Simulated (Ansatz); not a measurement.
**Heat carried by phonons in PbS (Galena, Fm-3m)**

Aim: the lattice thermal conductivity of PbS (Galena) against temperature, and which phonons carry it.

What experiment has found for this phase:
- thermal conductivity 2.9 W/m/K near room temperature (given in “Combining the AFLOW GIBBS and Elastic Libraries to efficiently and robustly screen thermo-mechanical properties of solids”, 2017, arXiv:1611.05714)
- thermal conductivity 2.9 W/m/K near room temperature (given in “Predicting the lattice thermal conductivity of solids by solving the Boltzmann transport equation: AFLOW - AAPL an automated, accurate and efficient framework”, 2017, arXiv:1611.05481)

Program: Ansatz 0.2.0. Level of theory: DFT LDA, scalar-relativistic, plane waves, PAW; PAW set soft_1. Results are calculated unless marked as measured.

The database entry behind the starting cell differs from later determinations by our own check (about 0.1 % short), so it need not match the best structure at ambient conditions.

## (1) The structure

It takes space group Fm-3m (No. 225, cubic). Conventional cell: a = 5.931 Å, b = 5.931 Å, c = 5.931 Å, α = 90.00°, β = 90.00°, γ = 90.00°. Nearest to Pb lie 6 S at 2.97 Å. Nearest to S lie 6 Pb at 2.97 Å. Farther neighbours and most contacts between anions are not listed.

## (2) Probe on a coarse mesh

Before spending time, one coarse run tells the gap and the pressure of the starting cell.

Contents of input.yaml:

```yaml
crystal:
  lattice:
    - [0.0, 2.96575, 2.96575]
    - [2.96575, 0.0, 2.96575]
    - [2.96575, 2.96575, 0.0]
  atoms:
    - { symbol: Pb, position: [0.0, 0.0, 0.0] }
    - { symbol: S, position: [0.5, 0.5, 0.5] }
kpoints:
  mp_grid: { grid: [6, 6, 6] }
hamiltonian:
  xc: lda
  pseudopotentials: { kind: paw, azcp: { folder: soft_1 }, xc_functional: pbe }
scf:
  occupations: { method: gaussian, width: 0.1 }
  lower_state_search: "off"
output:
  forces: true
  stress: true
  eigenvalues: true
```

Run with:

```sh
$ ansatz run input.yaml --threads 18 --pin off --max-ram 92160MiB --backend cuda --events-out ev --progress --plain --runs-dir out --max-vram 78GiB
```

Numbers of over 12 decimals in the logs are rounded to 6 here.

The log of the run:

```text
Engine: ansatz 0.2.0, aarch64-unknown-linux-gnu
Pseudopotentials: kind: paw
Pseudopotential: Pb, paw, valence charge 14, recommended cutoff 420 eV (normal), soft_1/Pb.paw.azcp
Pseudopotential: S, paw, valence charge 6, recommended cutoff 420 eV (normal), soft_1/S.paw.azcp
Functional definition: SPW92
  exchange = slater_x
  correlation = pw_c
device memory: the entry about to start is reckoned to put 0.7 GiB on a device that reports 182.5 GiB free (of which the cap on the GPU budget leaves the run 78.0 GiB)
GPU FFT provider: cuFFT
GPU libraries: cuBLAS 13.8.1, cuFFT 12.4.0, cuSOLVER 12.3.2
GPU matrix products: emulated (plane waves: as basis.precision tells), large ones in fixed point in workspaces of 1.00 GiB
Crystal: 2 atoms, lattice volume = 52.172 Å³
Basis set: ecut = 420 eV, 965 PW (Γ)
Bands: 14, of which v1, the nominal top of the filled ones, is band 10 counted from 1 (9 counted from 0)
Symmetry: 48 space group operations
Space group: Fm-3m (ITA 225), of the structure as read, at distance tolerance 3.7e-5 Å
k-points: 16 of 216
Non-local potential: Pb, projectors of the file, l = 0: 2, l = 1: 2, l = 2: 2, l = 3: 1
Non-local potential: S, projectors of the file, l = 0: 2, l = 1: 2, l = 2: 1
PAW form: soft (Blöchl's): semilocal exchange-correlation on the pseudo side does not see the compensation charge
PAW frozen core: Pb, regenerated for the run's functional, and the local potential with it (the file was generated under x = pbe(κ = 0.804, μ = 0.219515), c = pbe(β = 0.066725))
PAW frozen core: S, regenerated for the run's functional, and the local potential with it (the file was generated under x = pbe(κ = 0.804, μ = 0.219515), c = pbe(β = 0.066725))
PAW one-centre angular grid: Pb, 590 points (default); XC on 64 Gauss nodes
PAW one-centre angular grid: S, 110 points (default); XC on 64 Gauss nodes
Initial density: superposition of atomic densities (chi_scale 0.1, normalization cell, long waves kept (reshape's long-wave potential 0.00 eV rms))
Initial wavefunctions: pseudopotential atomic-orbital guess
GPU buffer pool allocated for 27000 grid points (all kernels)
GPU transforms: local potential and band sums: pruned to the plane-wave sphere, on 30×30×30
Functional: x = slater, c = lda
SCF iter   1: F=—  HF=-12474.975974 eV  |F-HF|=—  |Δ(HF+E_count)|=         —  Δρ=2.78e-2  dr2=8.94e-1  ethr=3.10e-3  ⟨swp⟩=6.7  Hψ=1475  notcnv=0
preconditioner: auto → none  [insulator: Δε(μ)=0.628 eV  Ē_g=15.201 eV  σ=0.100 eV  W_gap=1.00  n_scr=14 (ndim 8)  ℏωp=23.0 eV  f_vac=0.000  D(μ)=0.00/eV (n_scr^D=0)  ε∞_Penn≈3.3]
SCF iter   2: F=—  HF=-12474.761997 eV  |F-HF|=—  |Δ(HF+E_count)|=   2.14e-1  Δρ=1.14e-2  dr2=1.30e-1  ethr=3.10e-3  ⟨swp⟩=2.1  Hψ=413  notcnv=0
SCF iter   3: F=—  HF=-12474.727034 eV  |F-HF|=—  |Δ(HF+E_count)|=   3.50e-2  Δρ=1.58e-3  dr2=1.04e-3  ethr=6.52e-4  ⟨swp⟩=2.2  Hψ=324  notcnv=0
SCF iter   4: F=—  HF=-12474.726993 eV  |F-HF|=—  |Δ(HF+E_count)|=   4.09e-5  Δρ=3.74e-4  dr2=3.76e-5  ethr=5.18e-6  ⟨swp⟩=2.0  Hψ=490  notcnv=0
SCF iter   5: F=—  HF=-12474.726985 eV  |F-HF|=—  |Δ(HF+E_count)|=   8.65e-6  Δρ=9.51e-5  dr2=1.72e-6  ethr=1.88e-7  ⟨swp⟩=2.1  Hψ=376  notcnv=0
SCF iter   6: F=—  HF=-12474.726985 eV  |F-HF|=—  |Δ(HF+E_count)|=   1.77e-7  Δρ=1.44e-5  dr2=1.69e-7  ethr=5.00e-10  ⟨swp⟩=8.0  Hψ=1280  notcnv=0
SCF iter   7: F=-12474.726985 eV  HF=-12474.726985 eV  |F-HF|=1.38e-9  |Δ(HF+E_count)|=   6.56e-8  Δρ=1.82e-6  dr2=1.76e-9  ethr=5.00e-10  ⟨swp⟩=4.9  Hψ=791  notcnv=0
SCF 1 converged in 7 iterations: F = -12474.726985 eV  dr2 = 1.76e-9
  greatest PAW one-centre occupation: 0.982 electrons in one spin orbital (limit 2), on the Pb atom at site 0 (counted from 0), in its partial waves of l = 2
SCF converged after 7 iterations
Free energy (F): -12474.726985 eV
Harris-Foulkes:  -12474.726985 eV  (|F-HF|=1.38e-9)
Internal energy: -12474.726486 eV  (E = F + TS)
E sigma→0 (E₀):  -12474.726735 eV
Entropy (-TS):   -0.000499 eV (-0.249 meV/atom)
Fermi energy:    8.342203 eV
--- Per-component energies (eV) ---
  E_band       = -58.359560
  E_kinetic    = 397.268521
  E_local      = -1193.130176  (includes V_loc(G=0)·N_el)
  E_nonlocal   = 344.807669
  E_hartree    = 446.337251
  E_xc         = -293.092462
  E_vxc        = -222.284246  (∫ρ·V_xc dr)
  E_paw        = -10663.636454  (= ΣΔE_a)
  E_vpaw       = -277.696884  (= ΣTr[D̂ρ^β])
  E_aug_tail   = -0.000006  (compensation charges beyond the density's cutoff)
  E_ewald      = -1513.356403
  E_core_change = 0.075574  (= ΣΔE_core)
  E_smearing   = -0.000499  (= −TS)
  E_closure    = 0.000000  (closes the sum)
  Σ components = -12474.726985   (vs F -12474.726985, Δ=0.00e0)
--- Forces (eV/Å), atoms counted from 1 ---
  atom   1  Pb    -0.00000000     0.00000000     0.00000000
  atom   2  S     -0.00000000    -0.00000000     0.00000000
  max |Σ_I F_I| component: 5.95e-25 eV/Å
--- Stress (GPa, compression-positive) ---
       -2.633396      -0.000000      -0.000000
       -0.000000      -2.633396       0.000000
       -0.000000      -0.000000      -2.633396
  P = ⅓ Tr σ = -2.6334 GPa (-26.334 kbar)
--- Band table (eV; the first three rows and the last of 16) ---
  k-point 0: bands = [... 6 lower, 2.1076, 6.0962, 6.0962, 6.0962, 13.3198, 13.3198, 13.3198, 14.8823]
  k-point 1: bands = [... 6 lower, 1.3699, 6.1718, 6.1718, 6.6210, 11.5280, 12.1412, 12.1412, 14.7867]
  k-point 2: bands = [... 6 lower, 0.0211, 6.3689, 6.3689, 7.4733, 9.5959, 10.6841, 10.6841, 15.4653]
  k-point 15: bands = [... 6 lower, 0.3235, 3.3767, 4.2534, 6.4387, 11.2930, 12.3997, 13.2455, 14.9964]
```

Run time: 0.76 s. Hardware: 1 × NVIDIA GB200 with 18 threads of Arm Neoverse V2, shared host; peak memory 1 GiB.

The column dr2 measures how far the density is from self-consistency, as an energy; F and HF (Harris–Foulkes) agree once it is small.

This step gave:

| Property | Result |
| --- | --- |
| pressure | -2.633 GPa |
| volume per atom | 26.09 Å³/atom |
| gap on the k-mesh | 0.2394 eV |

The start is under -2.6 GPa at this level and looks like an insulator or semiconductor on this mesh.

## (3) Relaxation

The vibrations must be taken about the equilibrium of this functional, not about the starting cell, so the structure is relaxed.

input.yaml, the sections that differ from step 2:

```yaml
kpoints:
  mp_grid: { grid: [10, 10, 10] }
scf:
  occupations: { method: gaussian, width: 0.01 }
  lower_state_search: "off"
relax:
  adjacent_minimum: "off"
  f_tol: 0.005
  max_steps: 80
  cell: { stress_tol: 0.05 }
# crystal, hamiltonian, output: as in step 2
```

The log of the run:

```text
[...]
Crystal: 2 atoms, lattice volume = 52.172 Å³
Basis set: ecut = 420 eV, 965 PW (Γ)
Bands: 14, of which v1, the nominal top of the filled ones, is band 10 counted from 1 (9 counted from 0)
Symmetry: 48 space group operations
[...]
k-points: 47 of 1000
[...]
SCF iter   1: F=—  HF=-12474.974780 eV  |F-HF|=—  |Δ(HF+E_count)|=         —  Δρ=2.79e-2  dr2=8.98e-1  ethr=3.10e-3  ⟨swp⟩=7.1  Hψ=4415  notcnv=0
[...]
SCF iter   2: F=—  HF=-12474.759159 eV  |F-HF|=—  |Δ(HF+E_count)|=   2.16e-1  Δρ=1.14e-2  dr2=1.31e-1  ethr=3.10e-3  ⟨swp⟩=2.2  Hψ=1223  notcnv=0
[...]
SCF iter   7: F=-12474.724226 eV  HF=-12474.724226 eV  |F-HF|=6.18e-11  |Δ(HF+E_count)|=   3.63e-8  Δρ=7.81e-7  dr2=1.42e-10  ethr=5.00e-10  ⟨swp⟩=5.4  Hψ=2822  notcnv=0
SCF 1 converged in 7 iterations: F = -12474.724226 eV  dr2 = 1.42e-10
[...]
relax step   1: F+E_penalty+E_count = -12474.72422609 eV  Δ(F+E_penalty+E_count) = +0.000e0 eV  max|allowed force component| = 4.631e-26 eV/Å  Δτ_max = 0.0000 Å  P = -2.577 GPa  Ω = 52.172 Å³  (7 SCF iters, dr2 threshold 1.00e-7 eV, accepted)
[...]
Crystal: 2 atoms, lattice volume = 48.569 Å³
Basis set: ecut = 420 eV, 941 PW (Γ)
[...]
iter 1 solved again at ethr=9.21e-6 eV; its pass at ethr=3.10e-3 eV (dr2=1.84e-3 eV) is discarded
[...]
SCF iter   2: F=—  HF=-12474.735626 eV  |F-HF|=—  |Δ(HF+E_count)|=   3.00e-4  Δρ=7.57e-4  dr2=2.88e-4  ethr=8.11e-6  ⟨swp⟩=1.8  Hψ=746  notcnv=0
[...]
SCF iter   6: F=-12474.735586 eV  HF=-12474.735586 eV  |F-HF|=3.64e-11  |Δ(HF+E_count)|=   1.10e-9  Δρ=2.78e-7  dr2=4.48e-11  ethr=4.68e-11  ⟨swp⟩=2.0  Hψ=2220  notcnv=0
SCF 2 converged in 6 iterations: F = -12474.735586 eV  dr2 = 4.48e-11
relax step   2: F+E_penalty+E_count = -12474.73558648 eV  Δ(F+E_penalty+E_count) = -1.136e-2 eV  max|allowed force component| = 1.643e-25 eV/Å  Δτ_max = 0.0000 Å  P = +1.837 GPa  Ω = 48.569 Å³  energy of the carried Pulay correction = +7.280e-4 eV  (6 SCF iters, dr2 threshold 2.00e-7 eV, accepted)
[...]
Crystal: 2 atoms, lattice volume = 50.006 Å³
[...]
SCF iter   6: F=-12474.743166 eV  HF=-12474.743166 eV  |F-HF|=1.09e-11  |Δ(HF+E_count)|=  2.38e-10  Δρ=3.22e-7  dr2=2.89e-11  ethr=6.25e-12  ⟨swp⟩=2.0  Hψ=2006  notcnv=0
SCF 3 converged in 6 iterations: F = -12474.743166 eV  dr2 = 2.89e-11
relax step   3: F+E_penalty+E_count = -12474.74316591 eV  Δ(F+E_penalty+E_count) = -7.579e-3 eV  max|allowed force component| = 2.585e-25 eV/Å  Δτ_max = 0.0000 Å  P = -0.065 GPa  Ω = 50.006 Å³  energy of the carried Pulay correction = +4.315e-4 eV  (6 SCF iters, dr2 threshold 2.00e-7 eV, accepted)
[...]
relax step   4: F+E_penalty+E_count = -12474.74318646 eV  Δ(F+E_penalty+E_count) = -2.055e-5 eV  max|allowed force component| = 1.896e-25 eV/Å  Δτ_max = 0.0000 Å  P = +0.001 GPa  Ω = 49.955 Å³  energy of the carried Pulay correction = +4.418e-4 eV  (6 SCF iters, dr2 threshold 1.07e-8 eV, accepted)
[...]
SCF iter   1: F=—  HF=-12474.742723 eV  |F-HF|=—  |Δ(HF+E_count)|=         —  Δρ=6.66e-5  dr2=3.43e-7  ethr=2.51e-7  ⟨swp⟩=4.0  Hψ=6716  notcnv=0
[...]
SCF iter   2: F=—  HF=-12474.742767 eV  |F-HF|=—  |Δ(HF+E_count)|=   4.31e-5  Δρ=3.17e-5  dr2=6.55e-8  ethr=1.71e-9  ⟨swp⟩=2.1  Hψ=1087  notcnv=0
[...]
SCF iter   6: F=-12474.742767 eV  HF=-12474.742767 eV  |F-HF|=1.82e-12  |Δ(HF+E_count)|=  1.82e-12  Δρ=9.39e-9  dr2=5.73e-14  ethr=1.00e-12  ⟨swp⟩=4.9  Hψ=2716  notcnv=0
SCF 5 converged in 6 iterations: F = -12474.742767 eV  dr2 = 5.73e-14
relax step   5: F+E_penalty+E_count = -12474.74276666 eV  Δ(F+E_penalty+E_count) = +4.198e-4 eV  max|allowed force component| = 1.998e-28 eV/Å  Δτ_max = 0.0000 Å  P = -0.003 GPa  Ω = 49.955 Å³  stress off target by 3.25e-3 GPa  SCF on the basis re-selected at this cell (its energy is not comparable with the rows above)  (6 SCF iters)
basis re-selected at this cell: Δ(F+E_penalty+E_count) = +4.198e-4 eV, ΔP = -0.004 GPa vs the last step (what re-selecting the basis moved, of the pressure what is left beyond the Pulay correction that the steps carried, after the strain that the cell walked since its last selection, with what the two solves' SCF thresholds leave and, on support functions, any second-order correction that the steps lacked; it is no m [...]
SCF converged after 6 iterations
Free energy (F): -12474.742767 eV
[...]
Internal energy: -12474.742767 eV  (E = F + TS)
E sigma→0 (E₀):  -12474.742767 eV
Fermi energy:    9.020118 eV
[...]
--- Stress (GPa, compression-positive) ---
       -0.003248      -0.000000      -0.000000
       -0.000000      -0.003248      -0.000000
       -0.000000      -0.000000      -0.003248
  P = ⅓ Tr σ = -0.0032 GPa (-0.032 kbar)
--- Band table (eV; the first three rows and the last of 47) ---
  k-point 0: bands = [... 6 lower, 2.8976, 6.5877, 6.5877, 6.5877, 14.1542, 14.1542, 14.1542, 15.4778]
  k-point 1: bands = [... 6 lower, 2.5500, 6.6178, 6.6178, 6.8512, 13.1976, 13.5552, 13.5552, 15.4597]
  k-point 2: bands = [... 6 lower, 1.7491, 6.7057, 6.7057, 7.4063, 11.7931, 12.5181, 12.5181, 15.4660]
  k-point 46: bands = [... 6 lower, 0.7649, 3.8822, 4.4495, 7.4867, 11.4212, 13.2152, 13.8316, 16.2788]
--- Relaxed structure (4 steps of the walk, 4 accepted, 1 SCFs on fresh bases) ---
  F+E_penalty+E_count = -12474.74276666 eV   max|allowed force component| = 1.998e-28 eV/Å   (the final SCF, on the basis selected at the relaxed cell)
  cell:  # Å, volume = 49.9553 Å³
    - [0, 2.923147, 2.923147]
    - [2.923147, 0, 2.923147]
    - [2.923147, 2.923147, 0]
  atoms:
    - { symbol: Pb, position: [0, 0, 0] }
    - { symbol: S, position: [0.5, 0.5, 0.5] }
```

Wall time 2.6 s (1 × NVIDIA GB200 with 18 threads); peak memory 1 GiB; 6.5 s of CPU time.

The steps of the relaxation:

```csv
step,energy less that of the first step (eV),largest force component (eV/Å),pressure (GPa),volume (Å³)
1,0.0000,0.0000,-2.58,52.17
2,-0.0114,0.0000,1.84,48.57
3,-0.0189,0.0000,-0.07,50.01
4,-0.0190,0.0000,0.00,49.96
5*,-0.0185,0.0000,0.00,49.96
```

Relaxation steps marked * repeat the geometry before them on a plane-wave basis chosen anew for their cell, so energy and pressure can jump there.

The run keeps the 48 symmetry operations that it works with, so distortions that break them were not tested.

```csv
"conventional cell, symmetrised",before,after,change
a (Å),5.931,5.846,-1.4 %
b (Å),5.931,5.846,-1.4 %
c (Å),5.931,5.846,-1.4 %
volume (Å³/atom),26.09,24.98,-4.2 %
```

The relaxed structure:

```
Pb S
1.0
     0.00000    2.92315    2.92315
     2.92315    0.00000    2.92315
     2.92315    2.92315    0.00000
Pb S
1 1
Direct
  0.00000 0.00000 0.00000
  0.50000 0.50000 0.50000
```

This step gave:

```
pressure          : -0.003248 GPa
volume per atom   : 24.98 Å³/atom
gap on the k-mesh : 0.07230 eV
```

The relaxation ends with a pressure of 0.00 GPa.

## (4) Tight relaxation

The thresholds are tightened for a last relaxation ahead of the phonons, and where mesh or smearing change with them the cell follows.

input.yaml, the sections that differ from step 3:

```yaml
crystal:
  lattice:
    - [0.0, 2.9231465012, 2.9231465012]
    - [2.9231465012, 0.0, 2.9231465012]
    - [2.9231465012, 2.9231465012, 0.0]
  atoms:
    - { symbol: Pb, position: [0.0, 0.0, 0.0] }
    - { symbol: S, position: [0.5, 0.5, 0.5] }
kpoints:
  mp_grid: { grid: [12, 12, 12] }
relax:
  adjacent_minimum: "off"
  f_tol: 0.001
  max_steps: 60
  cell: { stress_tol: 0.01 }
# hamiltonian, scf, output: as in step 3
```

The log of the run:

```text
[...]
GPU FFT provider: cuFFT
GPU libraries: cuBLAS 13.8.1, cuFFT 12.4.0, cuSOLVER 12.3.2
[...]
Crystal: 2 atoms, lattice volume = 49.955 Å³
Basis set: ecut = 420 eV, 941 PW (Γ)
Bands: 14, of which v1, the nominal top of the filled ones, is band 10 counted from 1 (9 counted from 0)
Symmetry: 48 space group operations
[...]
k-points: 72 of 1728
[...]
k-point 71: bands = [... 6 lower, 0.7003, 4.1554, 4.1554, 7.8581, 10.9790, 13.5209, 13.5209, 17.0726]
--- Relaxed structure (1 steps of the walk, 1 accepted, 1 SCFs on fresh bases) ---
[...]
cell:  # Å, volume = 49.9553 Å³
    - [0.0, 2.9231465012, 2.9231465012]
    - [2.9231465012, 0.0, 2.9231465012]
    - [2.9231465012, 2.9231465012, 0.0]
  atoms:
    - { symbol: Pb, position: [0.0, 0.0, 0.0] }
    - { symbol: S, position: [0.500000, 0.500000, 0.500000] }
[key lines of the parts left out:]
SCF converged after 9 iterations
Free energy (F): -12474.742618 eV
Fermi energy:    9.020207 eV
P = ⅓ Tr σ = -0.0018 GPa (-0.018 kbar)
```

Run time: 1.8 s. Hardware: 1 × NVIDIA GB200 with 18 threads; peak memory 1.1 GiB.

Little changed from the start: no atom moved by 0.005 Å and no cell edge by 0.1 %.

This step gave:

```
pressure          : -0.001838 GPa
gap on the k-mesh : 0.07218 eV
```

The residual pressure is -0.0018 GPa, small enough for phonons.

(Continued in part 2 of 2.)

[Logs are printed without paths, hosts, clocks, repeated set-up lines and the standing remarks that a program may print on its own settings, such as how far it seeks lower states.]

[Hosts, paths, dates, database ids (printed as entryN), source tags and the programs' standing remarks are cut or masked in the printed files.]

[A step with changed settings may run another functional than the one named; its input shows which.]
